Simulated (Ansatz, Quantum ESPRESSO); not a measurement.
# SrSi3 (Pm-3m): zone-centre phonons, part 3 of 3

Aim: the zone-centre modes of SrSi3 (Pm-3m).

Quantum ESPRESSO 7.5; DFT PBE, scalar-relativistic, plane waves, PseudoDojo norm-conserving pseudopotentials.

So far. Step 5 (Zone-centre response): The acoustic modes at Γ come out as far as 0.7 cm⁻¹ from zero, where they should vanish, a small numerical error. The lowest optical mode is imaginary, 232i cm⁻¹, an instability at this level and on this k mesh. Step 6 (Modes with the sum rule): The rule moves no optical mode by more than 0.1 cm⁻¹.

The structure was built from a prototype and need not be the compound's stable phase.

## 9. A second program

A second program on the same cell, potentials, cutoff and meshes tests the implementation of the phonon response, not its convergence. Its k mesh is centred on Γ.

This step: DFT PBE, scalar-relativistic, plane waves, PseudoDojo norm-conserving pseudopotentials (Ansatz 0.2.0).

input.yaml reads:

```yaml
crystal:
  lattice:
    - [4.3109631191, 0.0, 0.0]
    - [0.0, 4.3109631191, 0.0]
    - [0.0, 0.0, 4.3109631191]
  atoms:
    - { symbol: Sr, position: [0.0, 0.0, 0.0] }
    - { symbol: Si, position: [0.0, 0.5, 0.5] }
    - { symbol: Si, position: [0.5, 0.0, 0.5] }
    - { symbol: Si, position: [0.5, 0.5, 0.0] }
kpoints:
  mp_grid: { grid: [8, 8, 8] }
hamiltonian:
  xc: pbe
  pseudopotentials: { kind: nc, accuracy: standard }
scf:
  occupations: { method: cold, width: 0.27211 }
output:
  eigenvalues: true
basis:
  ecutwfc: 925.187
phonons:
  method: dfpt
```

The run is started by

```
> ansatz run input.yaml --threads 4 --pin off --max-ram 8192MiB --backend cpu --events-out ev --progress --plain --runs-dir out
```

Numbers of over 12 decimals in the logs are rounded to 6 here.

What it wrote:

```text
Warning: basis.ecutwfc = 925.187 eV is below the records' recommended 925.187132 eV, and the density's cutoff is lower with it unless basis.ecutrho_ratio is high enough to keep the records' density cutoff: compare with a run at a higher cutoff
zone centre: on kpoints.mp_grid the ground state, and the responses unless they are solved on pairs of k-points, stand on 125 of the mesh's 512 k-points, reduced under 8 symmetry operations, with k and −k counted as one. Each operation leaves every solved displacement unchanged or reverses it
Engine: ansatz 0.2.0, aarch64-unknown-linux-gnu
Pseudopotentials: kind: nc
Pseudopotential: Sr, nc, valence charge 10, recommended cutoff 925.187132 eV (normal), Sr.nc.azcp (PseudoDojo's, or run here from an input of PseudoDojo's; its table is named by hamiltonian.pseudopotentials.accuracy)
Pseudopotential: Si, nc, valence charge 4, recommended cutoff 489.804952 eV (normal), Si.nc.azcp (PseudoDojo's, or run here from an input of PseudoDojo's; its table is named by hamiltonian.pseudopotentials.accuracy)
Functional definition: PBE
  parameter kappa = 0.804
  parameter beta = 0.066725
  exchange = pbe_x(kappa = kappa, mu = beta*pi^2/3)
  correlation = pbe_c(beta = beta)
Crystal: 4 atoms, lattice volume = 80.117 Å³
Basis set: ecut = 925.187 eV, 5137 PW (Γ), exchange–correlation on 90×90×90 points (8 copies of the dense FFT grid, shifted against one another)
Bands: 15, of which v1, the nominal top of the filled ones, is band 11 counted from 1 (10 counted from 0)
Symmetry: 48 space group operations
k-points: 125 of 512 (irreducible under 8 space group operations)
Non-local potential: Sr, projectors of the file, l = 0: 2, l = 1: 2, l = 2: 2
Non-local potential: Si, projectors of the file, l = 0: 2, l = 1: 2, l = 2: 2
Initial density: superposition of atomic densities (chi_scale 0.1, normalization cell, long waves kept (reshape's long-wave potential 0.00 eV rms))
Initial wavefunctions: pseudopotential atomic-orbital guess
Functional: x = pbe(κ = 0.804, μ = 0.219515), c = pbe(β = 0.066725)
SCF iter   1: F=—  HF=-1276.894785 eV  |F-HF|=—  |Δ(HF+E_count)|=         —  Δρ=3.12e-2  dr2=2.16e0  ethr=3.10e-3  ⟨swp⟩=6.7  Hψ=12592  notcnv=0
preconditioner: auto → Kerker (q_TF=auto, 2.200 Å⁻¹)  [metal: Δε(μ)=0.073 eV  Ē_g=10.451 eV  σ=0.272 eV  W_gap=0.19  n_scr=18 (ndim 8)  ℏωp=18.6 eV  f_vac=0.000  D(μ)=2.11/eV (n_scr^D=18)]
SCF iter   2: F=—  HF=-1276.424071 eV  |F-HF|=—  |Δ(HF+E_count)|=   4.71e-1  S|Δr|=    0.00e0  Δρ=1.83e-2  dr2=8.08e-1  ethr=3.10e-3  ⟨swp⟩=2.2  Hψ=3348  notcnv=0  defer=1
SCF iter   3: F=—  HF=-1276.134459 eV  |F-HF|=—  |Δ(HF+E_count)|=   2.90e-1  S|Δr|=    0.00e0  Δρ=2.67e-3  dr2=6.70e-3  ethr=3.10e-3  ⟨swp⟩=2.7  Hψ=3701  notcnv=0  defer=1
SCF iter   4: F=—  HF=-1276.134981 eV  |F-HF|=—  |Δ(HF+E_count)|=   5.22e-4  S|Δr|=    0.00e0  Δρ=6.71e-4  dr2=3.54e-4  ethr=3.05e-5  ⟨swp⟩=2.3  Hψ=4006  notcnv=0  defer=1
SCF iter   5: F=—  HF=-1276.134986 eV  |F-HF|=—  |Δ(HF+E_count)|=   4.99e-6  S|Δr|=    0.00e0  Δρ=9.40e-5  dr2=8.61e-6  ethr=1.61e-6  ⟨swp⟩=2.9  Hψ=3172  notcnv=0  defer=1
SCF iter   6: F=—  HF=-1276.134992 eV  |F-HF|=—  |Δ(HF+E_count)|=   6.19e-6  S|Δr|=    0.00e0  Δρ=1.41e-5  dr2=1.27e-7  ethr=3.91e-8  ⟨swp⟩=2.1  Hψ=2876  notcnv=0  defer=1
SCF iter   7: F=—  HF=-1276.134971 eV  |F-HF|=—  |Δ(HF+E_count)|=   2.18e-5  S|Δr|=    0.00e0  Δρ=2.96e-6  dr2=7.09e-9  ethr=5.79e-10  ⟨swp⟩=2.5  Hψ=3301  notcnv=0  defer=1
SCF iter   8: F=—  HF=-1276.134971 eV  |F-HF|=—  |Δ(HF+E_count)|=  4.57e-10  S|Δr|=    0.00e0  Δρ=5.11e-7  dr2=2.04e-10  ethr=3.22e-11  ⟨swp⟩=2.2  Hψ=3139  notcnv=0  defer=1
SCF iter   9: F=-1276.134971 eV  HF=-1276.134971 eV  |F-HF|=9.09e-13  |Δ(HF+E_count)|=  3.34e-11  S|Δr|=    0.00e0  Δρ=4.44e-8  dr2=8.79e-13  ethr=1.00e-12  ⟨swp⟩=8.7  Hψ=13938  notcnv=0
SCF 1 converged in 9 iterations: F = -1276.134971 eV  dr2 = 8.79e-13
DFPT response loops at Γ: preconditioner auto → Kerker (q_TF=auto, 2.200 Å⁻¹) (partly filled bands, converged f_vac=0.000); β = 1.00, the filter's whole step (`scf.mixing.beta` (0.50) is not read by the response loops under this deck's `scf.mixing.preconditioner`; to damp them name `kerker` or `kerker_dos`, under which they read `scf.mixing.beta`, and type it under 1.00, their step now; both keys bind the ground state too); Broyden in place of MSR1
SCF converged after 9 iterations
Stability not checked: this state was not tested for a lower state beside it, because cold or Methfessel-Paxton smearing, or corrected tetrahedra, fill the levels in a way that the test cannot read (fill_not_monotonic; see scf.lower_state_search)
Free energy (F): -1276.134971 eV
Harris-Foulkes:  -1276.134971 eV  (|F-HF|=9.09e-13)
Internal energy: -1276.144330 eV  (E = F + TS)
E sigma→0 (E₀):  -1276.138090 eV
Entropy (-TS):   0.009359 eV (2.340 meV/atom)
Fermi energy:    8.791577 eV
--- Per-component energies (eV) ---
  E_band       = -31.560774
  E_kinetic    = 372.428289
  E_local      = -613.942677  (includes V_loc(G=0)·N_el)
  E_nonlocal   = 184.123492
  E_hartree    = 162.477461
  E_xc         = -353.026516
  E_vxc        = -299.124806  (∫ρ·V_xc dr)
  E_ewald      = -1028.204378
  E_smearing   = 0.009359  (= −TS)
  E_closure    = -0.000000  (closes the sum)
  Σ components = -1276.134971   (vs F -1276.134971, Δ=0.00e0)
--- Band table (eV; the first three rows and the last of 125) ---
  k-point 0: bands = [... 7 lower, 6.2780, 6.2780, 6.2780, 10.8958, 10.8958, 10.8958, 11.1286, 11.8752]
  k-point 1: bands = [... 7 lower, 6.2899, 6.2899, 6.6850, 9.9515, 10.1930, 10.1930, 11.5524, 11.9662]
  k-point 2: bands = [... 7 lower, 6.3123, 6.3123, 7.5464, 8.6784, 9.4744, 9.4744, 12.2207, 12.2423]
  k-point 124: bands = [... 7 lower, 3.8198, 6.1064, 6.1064, 6.1064, 11.7153, 14.5926, 14.5926, 14.5926]
--- Phonons (Γ-DFPT): 3 representative perturbations + reference, on 125 of 512 k-points (Σ response iterations 9) ---
  k mesh reduced under 8 symmetry operations, with k and −k counted as one. Each operation leaves every solved displacement unchanged or reverses it
  ASR residual: 9.994e-6 → 0.000e0 eV/Å²; symmetrization residual: 2.044e-6 eV/Å²
  ASR residual per site (eV/Å²): 4.43e-6 9.99e-6 9.99e-6 9.99e-6
  Γ frequencies (cm⁻¹): -232.03 -232.03 -232.03 0.00 0.00 0.00 193.28 193.28 193.28 259.21 259.21 259.21
  non-analytic LO–TO correction: not included (Born effective charges unavailable; polar crystals: no LO–TO splitting at Γ)
```

The job ended after 34 s (4 threads of Arm Neoverse V2, shared host; peak memory 1.9 GiB; 2.2 min of CPU time).

Numbers from this step:

* sum-rule residual before enforcement: 9.99e-6 eV/Å²

## 10. Side by side: QE PseudoDojo and Ansatz, PseudoDojo

Numbers from this step:

| Property | Result |
| --- | --- |
| root-mean-square difference | 0 cm⁻¹ |
| largest difference | 0 cm⁻¹ |

Frequencies side by side, by row:

| q (reciprocal lattice) | mode | QE PseudoDojo (cm⁻¹) | Ansatz, PseudoDojo (cm⁻¹) |
| --- | --- | --- | --- |
| 0 0 0 | 1 | -232 | -232 |
| 0 0 0 | 2 | -232 | -232 |
| 0 0 0 | 3 | -232 | -232 |
| 0 0 0 | 4 | 0 | 0 |
| 0 0 0 | 5 | 0 | 0 |
| 0 0 0 | 6 | 0 | 0 |
| 0 0 0 | 7 | 193.3 | 193.3 |
| 0 0 0 | 8 | 193.3 | 193.3 |
| 0 0 0 | 9 | 193.3 | 193.3 |
| 0 0 0 | 10 | 259.2 | 259.2 |
| 0 0 0 | 11 | 259.2 | 259.2 |
| 0 0 0 | 12 | 259.2 | 259.2 |

At the zone centre the largest difference (acoustic modes at Γ apart) is 0.004 % of the highest mode.

## 11. Results

- space group after relaxation: Pm-3m
- volume per atom: 20.0 Å³
- highest optical zone-centre mode (no LO-TO term): 259.2 cm⁻¹
- lowest optical zone-centre mode: -232.0 cm⁻¹
- imaginary optical modes at the zone centre (no q mesh in this session): yes
- largest difference from Ansatz, PseudoDojo: 0 cm⁻¹

At the PBE level the optical modes of SrSi3 (Pm-3m) at the zone centre run from 232i to 259 cm⁻¹, so the structure is a saddle point, with 3 modes beyond 10i cm⁻¹ there. Of the 9 optical modes, 6 are infrared active alone and 3 are silent. QE PseudoDojo and Ansatz, PseudoDojo agree to 0.01 cm⁻¹ (0.004 % of the highest mode compared) on all solved modes but the acoustic ones at Γ, without the LO-TO term. These are harmonic frequencies at zero temperature: anharmonic shifts and linewidths and thermal expansion are left out. In a metal the frequencies hang on the k mesh and the smearing, most of all near Kohn anomalies. The structure is a hypothetical one, built on a prototype.

[Host names and launcher messages were left out of these logs when they were recorded.]

[Logs are printed without paths, hosts, clocks, repeated set-up lines and the standing remarks that a program may print on its own settings, such as how far it seeks lower states.]

[Hosts, paths, dates, database ids (printed as entryN), source tags and the programs' standing remarks are cut or masked in the printed files.]
